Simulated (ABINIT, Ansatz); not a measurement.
# SiC (F-43m): G0W0 on several meshes in ABINIT, part 2 of 2

Wanted: mesh dependence and cost of G0W0 for SiC (F-43m).

ABINIT 10.8.3; PBE and many-body steps on it, plane waves. Known limits of the many-body steps: not at the basis limit.

So far. Step 4 (8×8×8): The gap on the mesh goes from 1.36 eV to 2.13 eV, a correction of +0.77 eV. Step 5 (Empty states on the mesh, 6×6×6 mesh, 165 bands): On this mesh the gap is 1.361 eV.

## Step 7: 6×6×6

This step: G0W0 on PBE, plane waves, norm-conserving pseudopotentials.

run.abi

```
acell 3*1.0 Angstrom
rprim 
  -0.000000000000 2.179000000000 2.179000000000
  2.179000000000 0.000000000000 2.179000000000
  2.179000000000 2.179000000000 -0.000000000000
ntypat 2
znucl 14 6
natom 2
typat 1 2
xred 
  0.000000000000 0.000000000000 0.000000000000
  0.250000000000 0.250000000000 0.250000000000
pp_dirpath "pseudos"
pseudos "Si.upf, C.upf"
ecut 37
ngkpt 6 6 6
nshiftk 1
shiftk 0 0 0
kptopt 1
chksymbreak 0
istwfk *1
occopt 1
irdwfk 1
optdriver 4
nband 157
gwcalctyp 0
ecutsigx 37
symsigma 1
nkptgw 2
kptgw 
  0.0000000000 0.0000000000 0.0000000000
  0.5000000000 0.5000000000 0.0000000000
bdgw 
  2 8
  3 6
ecuteps 10.4
irdscr 1
ppmodel 1
indata_prefix "in"
outdata_prefix "out"
tmpdata_prefix "tmp"
```

Launch:

```
$ OMP_NUM_THREADS=1 mpirun -n 8 abinit run.abi > log
```

Log:

```text
.Version 10.8.3 of ABINIT. v10.8.2 released Aug 2026.

 Symmetries : space group F-4 3 m (#216); Bravais cF (face-center cubic)
[... echo of the input left out ...]
== DATASET  1 ==================================================================
-   mpi_nproc: 8, omp_nthreads: 1 (-1 if OMP is not activated)

--- !DatasetInfo
iteration_state: {dtset: 1, }
dimensions: {natom: 2, nkpt: 16, mband: 157, nsppol: 1, nspinor: 1, nspden: 1, mpw: 1524, }
cutoff_energies: {ecut:  37.0, pawecutdg:  -1.0, }
electrons: {nelect:   8.00000000E+00, charge:   0.00000000E+00, occopt:   1.00000000E+00, tsmear:   1.00000000E-02, }

 SIGMA: Calculation of the GW corrections

 Based on a program developped by R.W. Godby, V. Olevano, G. Onida, and L. Reining.
 Incorporated in ABINIT by V. Olevano, G.-M. Rignanese, and M. Torrent.
.Using double precision arithmetic ; gwpc =  8

[... cell and pseudopotentials left out ...]
--------------------------------------------------------------------------------

 ==== K-mesh for the wavefunctions ====
 Number of points in the irreducible wedge :    16
[... list of points left out ...]
 Together with 24 symmetry operations and time-reversal symmetry
 yields   216 points in the full Brillouin Zone.

 ==== Q-mesh for screening function ====
 Number of points in the irreducible wedge :    16
[... list of points left out ...]
 Together with 24 symmetry operations and time-reversal symmetry
 yields   216 points in the full Brillouin Zone.

 vcoul_init : cutoff-mode = AUXILIARY_FUNCTION
 q-points for optical limit:   1
     1)      0.000010    0.000020    0.000030
 setmesh: FFT mesh size selected  =    32x   32x   32
          total number of points  =        32768

 Number of electrons calculated from density =    8.0000; Expected =    8.0000
[...]
number of omega for Sigma on real axis              0
 max omega for Sigma on real axis  [eV]           0.00
 zcut for avoiding poles [eV]                     0.10

 EPSILON^-1 parameters (SCR file):
 dimension of the eps^-1 matrix on file            229
 dimension of the eps^-1 matrix used               229
 number of plane-waves for wavefunctions          1459
 number of bands                                   157
 number of q-points in IBZ                          16
 number of frequencies                               2
 number of real frequencies                          1
 number of imag frequencies                          1

 matrix elements of self-energy operator (all in [eV])

 Perturbative Calculation

--- !SelfEnergy_ee
iteration_state: {dtset: 1, }
kpoint     : [   0.000,    0.000,    0.000, ]
spin       : 1
KS_gap     :    6.223
QP_gap     :    7.136
Delta_QP_KS:    0.912
data: !SigmaeeData |
     Band     E0 <VxcDFT>   SigX SigC(E0)      Z dSigC/dE  Sig(E)    E-E0       E
        2   6.835 -14.930 -17.579   1.819   0.792  -0.263 -15.587  -0.657   6.178
        3   6.835 -14.930 -17.579   1.819   0.792  -0.263 -15.587  -0.657   6.178
        4   6.835 -14.930 -17.579   1.819   0.792  -0.263 -15.587  -0.657   6.178
[...]
--- !SelfEnergy_ee
iteration_state: {dtset: 1, }
kpoint     : [   0.500,    0.500,    0.000, ]
spin       : 1
KS_gap     :    4.553
QP_gap     :    5.608
Delta_QP_KS:    1.055
data: !SigmaeeData |
     Band     E0 <VxcDFT>   SigX SigC(E0)      Z dSigC/dE  Sig(E)    E-E0       E
[...]
5   8.196 -10.505  -6.372  -4.001   0.820  -0.220 -10.397   0.108   8.305
        6  11.168 -10.770  -5.961  -4.474   0.822  -0.217 -10.494   0.275  11.444

== END DATASET(S) ==============================================================
================================================================================

 -outvars: echo values of variables after computation  --------
           etotal      0.0000000000E+00
            nband         157
             nkpt          16
          spgroup         216
 [... the other variables as echoed above ...]

 Calculation completed.
```

Run time: 14 s. Hardware: 8 MPI ranks of Intel Xeon at 2.80GHz (Skylake/Cascade Lake), shared host; peak memory 1.7 GiB.

This step gave:

| Quantity | Value |
| --- | --- |
| G0W0 gap on the points computed | 2.127 eV |
| starting gap on the mesh | 1.361 eV |
| k of the valence top | 0, 0, 0 |
| k of the conduction bottom | 0.5, 0.5, 0 |
| Z at the valence top | 0.792 |
| Z at the conduction bottom | 0.82 |
| least direct G0W0 gap on the computed points | 5.608 eV |

Against G0W0 in ABINIT (8×8×8 mesh, 157 bands, screening to 283 eV, Godby-Needs plasmon pole), the gap moves by −0.005 eV.

## Step 8: Empty states on the mesh, 10×10×10 mesh, 165 bands

This step: DFT, PBE, plane waves, norm-conserving pseudopotentials.

run.abi: that of step 7 with these lines changed.

```diff
@@ -15,3 +15,3 @@
 ecut 37
-ngkpt 6 6 6
+ngkpt 10 10 10
 nshiftk 1
@@ -20,20 +20,10 @@
 chksymbreak 0
+irdden 1
 istwfk *1
+nband 165
+prtvol 0
+optdriver 6
+gwr_task "HDIAGO"
+paral_kgb 0
 occopt 1
-irdwfk 1
-optdriver 4
-nband 157
-gwcalctyp 0
-ecutsigx 37
-symsigma 1
-nkptgw 2
-kptgw 
-  0.0000000000 0.0000000000 0.0000000000
-  0.5000000000 0.5000000000 0.0000000000
-bdgw 
-  2 8
-  3 6
-ecuteps 10.4
-irdscr 1
-ppmodel 1
 indata_prefix "in"
```

Log:

```text
[banner, memory and clock lines left out]
.Version 10.8.3 of ABINIT. v10.8.2 released Aug 2026.

 Symmetries : space group F-4 3 m (#216); Bravais cF (face-center cubic)
[... echo of the input left out ...]
== DATASET  1 ==================================================================
-   mpi_nproc: 8, omp_nthreads: 1 (-1 if OMP is not activated)

--- !DatasetInfo
iteration_state: {dtset: 1, }
dimensions: {natom: 2, nkpt: 47, mband: 165, nsppol: 1, nspinor: 1, nspden: 1, mpw: 1524, }
cutoff_energies: {ecut:  37.0, pawecutdg:  -1.0, }
[...]
Integrated=    8.0000E+00

 === KS gaps after direct diagonalization ===
 Indirect band gap semiconductor
 Fundamental gap:     1.361 (eV)
   VBM:     6.835 (eV) at k: [ 0.0000E+00,  0.0000E+00,  0.0000E+00]
   CBM:     8.196 (eV) at k: [ 5.0000E-01,  5.0000E-01,  0.0000E+00]
 Direct gap:         4.553 (eV) at k: [ 5.0000E-01,  5.0000E-01,  0.0000E+00]

== END DATASET(S) ==============================================================

 -outvars: echo values of variables after computation  --------
           etotal      0.0000000000E+00
            nband         165
             nkpt          47
          spgroup         216
 [... the other variables as echoed above ...]

 Calculation completed.
```

Wall time 19 s (8 MPI ranks); peak memory 1.3 GiB; 2.5 min of CPU time.

This step gave:

```yaml
gap: 1.361 eV
k_of_the_valence_top: 0, 0, 0
k_of_the_conduction_bottom: 0.5, 0.5, 0
least_direct_gap: 4.553 eV
k_points_computed: 47
lowest_point_of_the_top_converged_band_above_the_valence_top: 198.3907 eV
```

On this mesh the gap is 1.361 eV.

## Step 9: Screening, 10×10×10 mesh, 157 bands, screening to 283 eV

This step: RPA screening on PBE, plane waves, norm-conserving pseudopotentials.

run.abi: that of step 8 with these lines changed.

```diff
@@ -20,10 +20,11 @@
 chksymbreak 0
-irdden 1
 istwfk *1
-nband 165
-prtvol 0
-optdriver 6
-gwr_task "HDIAGO"
-paral_kgb 0
 occopt 1
+irdwfk 1
+optdriver 3
+nband 157
+ecuteps 10.4
+inclvkb 2
+awtr 1
+symchi 1
 indata_prefix "in"
```

Log:

```text
.Version 10.8.3 of ABINIT. v10.8.2 released Aug 2026.

 Symmetries : space group F-4 3 m (#216); Bravais cF (face-center cubic)
[... echo of the input left out ...]
== DATASET  1 ==================================================================
-   mpi_nproc: 8, omp_nthreads: 1 (-1 if OMP is not activated)

--- !DatasetInfo
iteration_state: {dtset: 1, }
dimensions: {natom: 2, nkpt: 47, mband: 157, nsppol: 1, nspinor: 1, nspden: 1, mpw: 1524, }
cutoff_energies: {ecut:  37.0, pawecutdg:  -1.0, }
[...]
--------------------------------------------------------------------------------
[... chi0 elements left out ...]
 For q-point:  0.000010 0.000020 0.000030
  dielectric constant =   6.5660
  dielectric constant without local fields =   7.2010

  Average fulfillment of the sum rule on Im[epsilon] for q-point    1 :     95.07  [%]
[... wings left out ...]
  q-point number  2        q = ( 0.100000, 0.000000, 0.000000) [r.l.u.]
--------------------------------------------------------------------------------
[... chi0 elements left out ...]
  Average fulfillment of the sum rule on Im[epsilon] for q-point    2 :     97.60  [%]

 [... 45 further q-points ...]
```

Elapsed: 9.7 min, on 8 MPI ranks; peak memory 4.1 GiB.

This step gave:

- ε∞ with local fields, on this mesh, along the program's q direction: 6.566
- the same without local fields: 7.201
- plasma frequency: 23.09 eV
- plane waves in the screening matrix: 229

## Step 10: 10×10×10

This step: G0W0 on PBE, plane waves, norm-conserving pseudopotentials.

run.abi: that of step 9 with these lines changed.

```diff
@@ -23,8 +23,17 @@
 irdwfk 1
-optdriver 3
+optdriver 4
 nband 157
+gwcalctyp 0
+ecutsigx 37
+symsigma 1
+nkptgw 2
+kptgw 
+  0.0000000000 0.0000000000 0.0000000000
+  0.5000000000 0.5000000000 0.0000000000
+bdgw 
+  2 8
+  3 6
 ecuteps 10.4
-inclvkb 2
-awtr 1
-symchi 1
+irdscr 1
+ppmodel 1
 indata_prefix "in"
```

Log:

```text
.Version 10.8.3 of ABINIT. v10.8.2 released Aug 2026.

 Symmetries : space group F-4 3 m (#216); Bravais cF (face-center cubic)
[... echo of the input left out ...]
== DATASET  1 ==================================================================
-   mpi_nproc: 8, omp_nthreads: 1 (-1 if OMP is not activated)

--- !DatasetInfo
iteration_state: {dtset: 1, }
dimensions: {natom: 2, nkpt: 47, mband: 157, nsppol: 1, nspinor: 1, nspden: 1, mpw: 1524, }
cutoff_energies: {ecut:  37.0, pawecutdg:  -1.0, }
[...]
Band     E0 <VxcDFT>   SigX SigC(E0)      Z dSigC/dE  Sig(E)    E-E0       E
[...]
5   8.196 -10.510  -6.458  -3.928   0.820  -0.219 -10.408   0.103   8.299
        6  11.168 -10.773  -6.011  -4.429   0.823  -0.216 -10.499   0.273  11.442

== END DATASET(S) ==============================================================
================================================================================

 -outvars: echo values of variables after computation  --------
           etotal      0.0000000000E+00
            nband         157
             nkpt          47
          spgroup         216
 [... the other variables as echoed above ...]

 Calculation completed.
```

The job ended after 39 s (8 MPI ranks; peak memory 4.2 GiB).

Numbers from this step:

```yaml
g0w0_gap_on_the_points_computed: 2.131 eV
starting_gap_on_the_mesh: 1.361 eV
k_of_the_valence_top: 0, 0, 0
k_of_the_conduction_bottom: 0.5, 0.5, 0
least_direct_g0w0_gap_on_the_computed_points: 5.610 eV
```

Against G0W0 in ABINIT (8×8×8 mesh, 157 bands, screening to 283 eV, Godby-Needs plasmon pole), the gap moves by −0.001 eV.

## Step 11: The runs together

Times are wall times on 8 MPI ranks of Intel Xeon at 2.80GHz (Skylake/Cascade Lake), shared host, good to a factor of about two. A run's time includes the screening step that it read.

```csv
run,mesh,bands,screening cutoff (eV),DFT gap (eV),gap on the mesh (eV),direct (eV),ε∞ used,time
8×8×8,8×8×8,157,283,1.361,2.132,5.610,6.67,3.3 min
6×6×6,6×6×6,157,283,1.361,2.127,5.608,7.08,49 s
10×10×10,10×10×10,157,283,1.361,2.131,5.610,6.57,10 min
```

## Step 12: Summary of results

- 8×8×8: 2.132 eV
- 6×6×6: 2.127 eV
- 10×10×10: 2.131 eV
- known limits: not at the basis limit

What this shows: 6×6×6: −0.005 eV against 8×8×8. 10×10×10: −0.001 eV against 8×8×8. Bands and cutoff are finite, so the gap is not at the basis limit. The miss can reach some tenths of an eV and take either sign; the mesh is an error of its own. In the first G0W0 run levels were corrected at 2 k points alone, so a gap called «on the mesh» is the least over those, and an edge elsewhere would be missed.

[Paths, hosts, dates, memory and timing lines, banners, echoed tables and standing remarks are left out of the program output.]

[Logs are printed without paths, hosts, clocks, repeated set-up lines and the standing remarks that a program may print on its own settings, such as how far it seeks lower states.]

[Runs of the session that timed out or met a known fault of the program may be left out.]

[No measured gap is set beside runs whose start may be inverted or whose files or cutoffs have a known fault.]

[Hosts, paths, dates, database ids (printed as entryN), source tags and the programs' standing remarks are cut or masked in the printed files.]

[G0W0 gaps are taken among the corrected bands and points alone; a level outside them can change the order at an edge.]

[Where Ansatz stands beside ABINIT at settings called matched, ABINIT's density can come from a denser mesh and the files from another edition; pairs whose starting gaps differed by over 0.03 eV were left out, so agreement reads better than it is.]
